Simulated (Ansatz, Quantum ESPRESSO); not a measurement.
**CaHI (P4/nmm): modes at Γ and the response to a field**

Wanted: the vibrations of CaHI (P4/nmm) at Γ, by two programs.

Method: DFT PBEsol, scalar-relativistic, plane waves, PseudoDojo norm-conserving pseudopotentials, in Quantum ESPRESSO 7.5.

## 1. Starting point

The structure is tetragonal, space group P4/nmm (No. 129). Conventional cell: a = 4.071 Å, b = 4.071 Å, c = 8.941 Å, α = 90.00°, β = 90.00°, γ = 90.00°. Nearest to Ca lie 4 H at 2.49 Å and 4 I at 3.23 Å. Nearest to H lie 4 Ca at 2.49 Å. Nearest to I lie 4 Ca at 3.23 Å. Farther neighbours and most contacts between anions are not listed.

## 2. A probe with smearing

A cheap run with smearing and empty bands tells whether the crystal has a gap, which decides between fixed occupations and smearing later on.

Contents of probe.in:

```
&CONTROL
  calculation = 'scf'
  prefix      = 'x'
  outdir      = './tmp'
  pseudo_dir  = './pseudo'
  tprnfor     = .true.
  tstress     = .true.
  verbosity   = 'high'
/
&SYSTEM
  ibrav       = 0
  nat         = 6
  ntyp        = 3
  ecutwfc     = 64.0
  occupations = 'smearing'
  smearing    = 'gaussian'
  degauss     = 0.01
/
&ELECTRONS
  conv_thr         = 1.0d-07
  mixing_beta      = 0.7
  electron_maxstep = 100
/
ATOMIC_SPECIES
 Ca     40.0780  Ca.upf
 H       1.0080  H.upf
 I     126.9045  I.upf
CELL_PARAMETERS angstrom
     4.071000000    0.000000000    0.000000000
     0.000000000    4.071000000    0.000000000
     0.000000000    0.000000000    8.941000000
ATOMIC_POSITIONS crystal
 Ca     0.000000000   0.500000000   0.160000000
 Ca     0.500000000   0.000000000   0.840000000
 H      0.000000000   0.000000000   0.000000000
 H      0.500000000   0.500000000   0.000000000
 I      0.000000000   0.500000000   0.675000000
 I      0.500000000   0.000000000   0.325000000
K_POINTS automatic
 4 4 2 0 0 0
```

Run with:

```console
$ OMP_NUM_THREADS=1 mpirun -n 8 pw.x -nk 8 -in probe.in > probe.out
```

Log:

```text
[banners, grids, parts of the stress and lines that vanish by symmetry left out]
Program PWSCF v.7.5
     Message from routine setup:
     using ibrav=0 with symmetry is DISCOURAGED, use correct ibrav instead
[...]
kinetic-energy cutoff     =      64.0000  Ry
     charge density cutoff     =     256.0000  Ry
     scf convergence threshold =      1.0E-07
[...]
Exchange-correlation= PBESOL
                           (   1   4  10   8   0   0   0)
[...]
16 Sym. Ops., with inversion, found ( 8 have fractional translation)
[...]
(     0          1          0      )
                  (     0          0          1      )
[...]
(  0.0000000  1.0000000  0.0000000 )
                  (  0.0000000  0.0000000  1.0000000 )
[...]
(     0         -1          0      )
[...]
number of k points=    12  Gaussian smearing, width (Ry)=  0.0100
[...]
End of self-consistent calculation
[...]
the Fermi energy is     4.8839 ev
!    total energy              =    -209.16078895 Ry
[...]
convergence has been achieved in   8 iterations
[...]
atom    1 type  1   force =     0.00000000    0.00000000   -0.03309128
     atom    2 type  1   force =     0.00000000    0.00000000    0.03309128
     atom    3 type  2   force =     0.00000000    0.00000000    0.00000000
     atom    4 type  2   force =     0.00000000    0.00000000    0.00000000
     atom    5 type  3   force =     0.00000000    0.00000000    0.00186912
     atom    6 type  3   force =     0.00000000    0.00000000   -0.00186912
[...]
Total force =     0.046873     Total SCF correction =     0.000999
[...]
total   stress  (Ry/bohr**3)                   (kbar)     P=      -27.99
[...]
XML data file, charge density, pseudopotentials, collected wavefunctions

   JOB DONE.
```

It took 9.5 s on 8 MPI ranks of Arm Neoverse V1, shared host.

Numbers from this step:

```
volume per atom   : 24.70 Å³
pressure          : -2.800 GPa
gap on the k-mesh : 3.224 eV
```

A gap of 3.2 eV opens on this mesh, so the crystal is taken as an insulator; the start stands at -2.8 GPa.

## 3. Relaxing the cell and atoms

Frequencies change by per cents with a per cent of volume, so the structure is first brought to rest at this level of theory.

Contents of relax.in:

```
&CONTROL
  calculation   = 'vc-relax'
  prefix        = 'x'
  outdir        = './tmp'
  pseudo_dir    = './pseudo'
  tprnfor       = .true.
  tstress       = .true.
  forc_conv_thr = 2.0d-05
  etot_conv_thr = 1.0d-07
  nstep         = 40
/
&SYSTEM
  ibrav       = 0
  nat         = 6
  ntyp        = 3
  ecutwfc     = 64.0
  occupations = 'fixed'
  nbnd        = 20
/
&ELECTRONS
  conv_thr         = 1.0d-11
  mixing_beta      = 0.7
  electron_maxstep = 100
/
&IONS
/
&CELL
  press_conv_thr = 0.1
/
ATOMIC_SPECIES
 Ca     40.0780  Ca.upf
 H       1.0080  H.upf
 I     126.9045  I.upf
CELL_PARAMETERS angstrom
     4.071000000    0.000000000    0.000000000
     0.000000000    4.071000000    0.000000000
     0.000000000    0.000000000    8.941000000
ATOMIC_POSITIONS crystal
 Ca     0.000000000   0.500000000   0.160000000
 Ca     0.500000000   0.000000000   0.840000000
 H      0.000000000   0.000000000   0.000000000
 H      0.500000000   0.500000000   0.000000000
 I      0.000000000   0.500000000   0.675000000
 I      0.500000000   0.000000000   0.325000000
K_POINTS automatic
 6 6 2 0 0 0
```

Run with:

```console
$ OMP_NUM_THREADS=1 mpirun -n 8 pw.x -nk 8 -in relax.in > relax.out
```

Log:

```text
[banners, grids, parts of the stress and lines that vanish by symmetry left out]
[banner, memory and clock lines left out]
Program PWSCF v.7.5

[...]
kinetic-energy cutoff     =      64.0000  Ry
     charge density cutoff     =     256.0000  Ry
     scf convergence threshold =      1.0E-11
[...]
energy convergence thresh.=      1.0E-07
     force convergence thresh. =      2.0E-05
     press convergence thresh. =      1.0E-01
     Exchange-correlation= PBESOL
                           (   1   4  10   8   0   0   0)
[...]
16 Sym. Ops., with inversion, found ( 8 have fractional translation)
[...]
number of k points=    20
[...]
End of self-consistent calculation
[...]
highest occupied, lowest unoccupied level (ev):     3.9015    7.1284
!    total energy              =    -209.16212672 Ry
[...]
convergence has been achieved in  12 iterations
[...]
atom    1 type  1   force =     0.00000000    0.00000000   -0.03342111
     atom    2 type  1   force =     0.00000000    0.00000000    0.03342111
     atom    3 type  2   force =     0.00000000    0.00000000    0.00000000
     atom    4 type  2   force =     0.00000000    0.00000000    0.00000000
     atom    5 type  3   force =     0.00000000    0.00000000    0.00168222
     atom    6 type  3   force =     0.00000000    0.00000000   -0.00168222
     Total force =     0.047324     Total SCF correction =     0.000006
[...]
total   stress  (Ry/bohr**3)                   (kbar)     P=      -28.57
[...]
number of bfgs steps    =   0
[...]
CELL_PARAMETERS (angstrom)
[...]
ATOMIC_POSITIONS (crystal)
Ca               0.0000000000        0.5000000000        0.1580219562
Ca               0.5000000000        0.0000000000        0.8419780438
H                0.0000000000        0.0000000000        0.0000000000
H                0.5000000000        0.5000000000        0.0000000000
[...]
New effective cutoffs (rho, wfc):  258.59   64.66
[...]
End of self-consistent calculation
[...]
highest occupied, lowest unoccupied level (ev):     4.0512    7.2508
!    total energy              =    -209.16690654 Ry
[...]
convergence has been achieved in   9 iterations
[...]
atom    1 type  1   force =     0.00000000    0.00000000   -0.03059163
     atom    2 type  1   force =     0.00000000    0.00000000    0.03059163
     atom    3 type  2   force =     0.00000000    0.00000000    0.00000000
     atom    4 type  2   force =     0.00000000    0.00000000    0.00000000
     atom    5 type  3   force =     0.00000000    0.00000000    0.00154635
     atom    6 type  3   force =     0.00000000    0.00000000   -0.00154635
     Total force =     0.043318     Total SCF correction =     0.000007
[...]
total   stress  (Ry/bohr**3)                   (kbar)     P=      -24.87
[...]
number of bfgs steps    =   1
[...]
WARNING: bfgs curvature condition failed, Theta= 0.905
[...]
CELL_PARAMETERS (angstrom)
[...]
ATOMIC_POSITIONS (crystal)
[...]
New effective cutoffs (rho, wfc):  262.47   65.64
[...]
End of self-consistent calculation
[...]
highest occupied, lowest unoccupied level (ev):     4.2726    7.4286
!    total energy              =    -209.17281163 Ry
[...]
convergence has been achieved in  10 iterations
[...]
atom    1 type  1   force =     0.00000000    0.00000000   -0.02604481
[...]
atom    3 type  2   force =     0.00000000    0.00000000    0.00000000
     atom    4 type  2   force =     0.00000000    0.00000000    0.00000000
[...]
Total force =     0.001123     Total SCF correction =     0.000001
[...]
total   stress  (Ry/bohr**3)                   (kbar)     P=        0.66
[...]
number of bfgs steps    =  20
[...]
highest occupied, lowest unoccupied level (ev):     4.6940    7.7593
!    total energy              =    -209.18387438 Ry
[...]
convergence has been achieved in   9 iterations
[...]
Total force =     0.000528     Total SCF correction =     0.000003
[...]
total   stress  (Ry/bohr**3)                   (kbar)     P=        0.31
[...]
number of bfgs steps    =  21
[...]
highest occupied, lowest unoccupied level (ev):     4.6901    7.7516
!    total energy              =    -209.18387695 Ry
[...]
convergence has been achieved in   8 iterations
[...]
Total force =     0.000088     Total SCF correction =     0.000006
[...]
total   stress  (Ry/bohr**3)                   (kbar)     P=        0.03
[...]
number of bfgs steps    =  22
[...]
New effective cutoffs (rho, wfc):  268.91   67.28
[...]
highest occupied, lowest unoccupied level (ev):     4.6950    7.7531
!    total energy              =    -209.18387715 Ry
[...]
convergence has been achieved in  10 iterations
[...]
Total force =     0.000013     Total SCF correction =     0.000002
[...]
total   stress  (Ry/bohr**3)                   (kbar)     P=       -0.01
[...]
number of bfgs steps    =  23
[...]
CELL_PARAMETERS (angstrom)
[...]
ATOMIC_POSITIONS (crystal)
[...]
New effective cutoffs (rho, wfc):  268.92   67.28
[...]
End of self-consistent calculation
[...]
highest occupied, lowest unoccupied level (ev):     4.6969    7.7541
!    total energy              =    -209.18387716 Ry
[...]
convergence has been achieved in   8 iterations
[...]
Total force =     0.000002     Total SCF correction =     0.000000
[...]
total   stress  (Ry/bohr**3)                   (kbar)     P=       -0.00
[...]
bfgs converged in  25 scf cycles and  24 bfgs steps
[...]
End of BFGS Geometry Optimization
     Final enthalpy           =    -209.1838771594 Ry
     File ./tmp/x.bfgs deleted, as requested
[...]
CELL_PARAMETERS (angstrom)
[...]
ATOMIC_POSITIONS (crystal)
[...]
I                0.0000000000        0.5000000000        0.6864813481
I                0.5000000000        0.0000000000        0.3135186519
[...]
Final scf calculation at the relaxed structure.
[...]
kinetic-energy cutoff     =      64.0000  Ry
     charge density cutoff     =     256.0000  Ry
     scf convergence threshold =      1.0E-13
[...]
press convergence thresh. =      1.0E-01
     Exchange-correlation= PBESOL
                           (   1   4  10   8   0   0   0)
[...]
16 Sym. Ops., with inversion, found ( 8 have fractional translation)
[...]
number of k points=    20
[...]
c_bands:  2 eigenvalues not converged
     c_bands:  2 eigenvalues not converged
     c_bands:  2 eigenvalues not converged
[...]
c_bands:  1 eigenvalues not converged
[...]
End of self-consistent calculation
[...]
highest occupied, lowest unoccupied level (ev):     4.6970    7.7541
!    total energy              =    -209.18357626 Ry
[...]
convergence has been achieved in  14 iterations
[...]
atom    5 type  3   force =     0.00000000    0.00000000    0.00000463
     atom    6 type  3   force =     0.00000000    0.00000000   -0.00000463
     Total force =     0.000027     Total SCF correction =     0.000001
[...]
total   stress  (Ry/bohr**3)                   (kbar)     P=       -0.53
[...]
XML data file, charge density, pseudopotentials, collected wavefunctions
```

Elapsed: 4.8 min, on 8 MPI ranks; 38 min of CPU time.

The steps of the relaxation (22 of 26):

```tsv
step	energy less that of the first step (eV)	largest force (eV/Å)	volume (Å³)
1	0.0000	0.8593	148.18
2	-0.0650	0.7865	146.03
3	-0.1454	0.6696	142.99
5	-0.2771	0.1557	133.26
6	-0.2794	0.1243	133.32
7	-0.2831	0.0807	133.73
8	-0.2872	0.0996	134.49
9	-0.2893	0.1142	135.32
11	-0.2910	0.0918	135.74
12	-0.2923	0.0602	135.89
13	-0.2933	0.0105	135.98
14	-0.2934	0.0131	135.94
15	-0.2936	0.0200	135.93
16	-0.2938	0.0258	135.94
18	-0.2945	0.0346	136.14
19	-0.2950	0.0357	136.41
20	-0.2955	0.0310	136.90
21	-0.2958	0.0184	137.50
22	-0.2959	0.0085	137.77
24	-0.2959	0.0002	137.84
25	-0.2959	0.0000	137.83
26	-0.2918	0.0005	137.83
```

```tsv
conventional cell, symmetrised	before	after	change
a (Å)	4.071	3.970	-2.5 %
b (Å)	4.071	3.970	-2.5 %
c (Å)	8.941	8.746	-2.2 %
volume (Å³/atom)	24.70	22.97	-7.0 %
```

The atoms that moved most (Å, as changes of fractional coordinates times the final cell):

```tsv
atom	dx	dy	dz	length
Ca2	0.000	0.000	0.209	0.209
Ca1	0.000	0.000	-0.209	0.209
I6	0.000	0.000	-0.100	0.100
I5	0.000	0.000	0.100	0.100
```

The last row of the table of steps is pw.x's closing run on a basis chosen anew for the final cell, so its energy can jump.

Numbers from this step:

- volume per atom: 22.97 Å³
- pressure: -0.05333 GPa
- gap on the k-mesh: 3.057 eV

The volume changes by -7.0 % from the cell with which this run began.

## 4. Ground state

The response is built on this ground state, so it is converged far tighter than an energy would need. With a gap, occupations are fixed, which also allows the response to an electric field.

Contents of scf.in:

```
&CONTROL
  calculation = 'scf'
  prefix      = 'x'
  outdir      = './tmp'
  pseudo_dir  = './pseudo'
  tprnfor     = .true.
  tstress     = .true.
/
&SYSTEM
  ibrav       = 0
  nat         = 6
  ntyp        = 3
  ecutwfc     = 64.0
  occupations = 'fixed'
  nbnd        = 20
/
&ELECTRONS
  conv_thr         = 1.0d-12
  mixing_beta      = 0.7
  electron_maxstep = 100
/
ATOMIC_SPECIES
 Ca     40.0780  Ca.upf
 H       1.0080  H.upf
 I     126.9045  I.upf
CELL_PARAMETERS angstrom
     3.969863663    0.000000000    0.000000000
     0.000000000    3.969863663    0.000000000
     0.000000000    0.000000000    8.745559538
ATOMIC_POSITIONS crystal
 Ca     0.000000000   0.500000000   0.136157797
 Ca     0.500000000   0.000000000   0.863842203
 H      0.000000000   0.000000000   0.000000000
 H      0.500000000   0.500000000   0.000000000
 I      0.000000000   0.500000000   0.686481348
 I      0.500000000   0.000000000   0.313518652
K_POINTS automatic
 6 6 2 0 0 0
```

Run with:

```console
$ OMP_NUM_THREADS=1 mpirun -n 8 pw.x -nk 8 -in scf.in > scf.out
```

Log:

```text
[banners, grids, parts of the stress and lines that vanish by symmetry left out]
[banner, memory and clock lines left out]
Program PWSCF v.7.5

[...]
kinetic-energy cutoff     =      64.0000  Ry
     charge density cutoff     =     256.0000  Ry
     scf convergence threshold =      1.0E-12
[...]
Exchange-correlation= PBESOL
                           (   1   4  10   8   0   0   0)
[...]
16 Sym. Ops., with inversion, found ( 8 have fractional translation)
[...]
number of k points=    20
[...]
c_bands:  1 eigenvalues not converged
[...]
End of self-consistent calculation
[...]
highest occupied, lowest unoccupied level (ev):     4.6970    7.7541
!    total energy              =    -209.18357626 Ry
[...]
convergence has been achieved in  14 iterations
[...]
atom    1 type  1   force =     0.00000000    0.00000000    0.00001584
     atom    2 type  1   force =     0.00000000    0.00000000   -0.00001584
     atom    3 type  2   force =     0.00000000    0.00000000    0.00000000
     atom    4 type  2   force =     0.00000000    0.00000000    0.00000000
     atom    5 type  3   force =     0.00000000    0.00000000    0.00000490
     atom    6 type  3   force =     0.00000000    0.00000000   -0.00000490
     Total force =     0.000023     Total SCF correction =     0.000002
[...]
total   stress  (Ry/bohr**3)                   (kbar)     P=       -0.53
[...]
XML data file, charge density, pseudopotentials, collected wavefunctions
```

It took 18 s on 8 MPI ranks.

The cell stands at -0.053 GPa, close enough for phonons.

[end of part 1 of 3]

[Host names and launcher messages were left out of these logs when they were recorded.]

[Logs are printed without paths, hosts, clocks, repeated set-up lines and the standing remarks that a program may print on its own settings, such as how far it seeks lower states.]

[Hosts, paths, dates, database ids (printed as entryN), source tags and the programs' standing remarks are cut or masked in the printed files.]
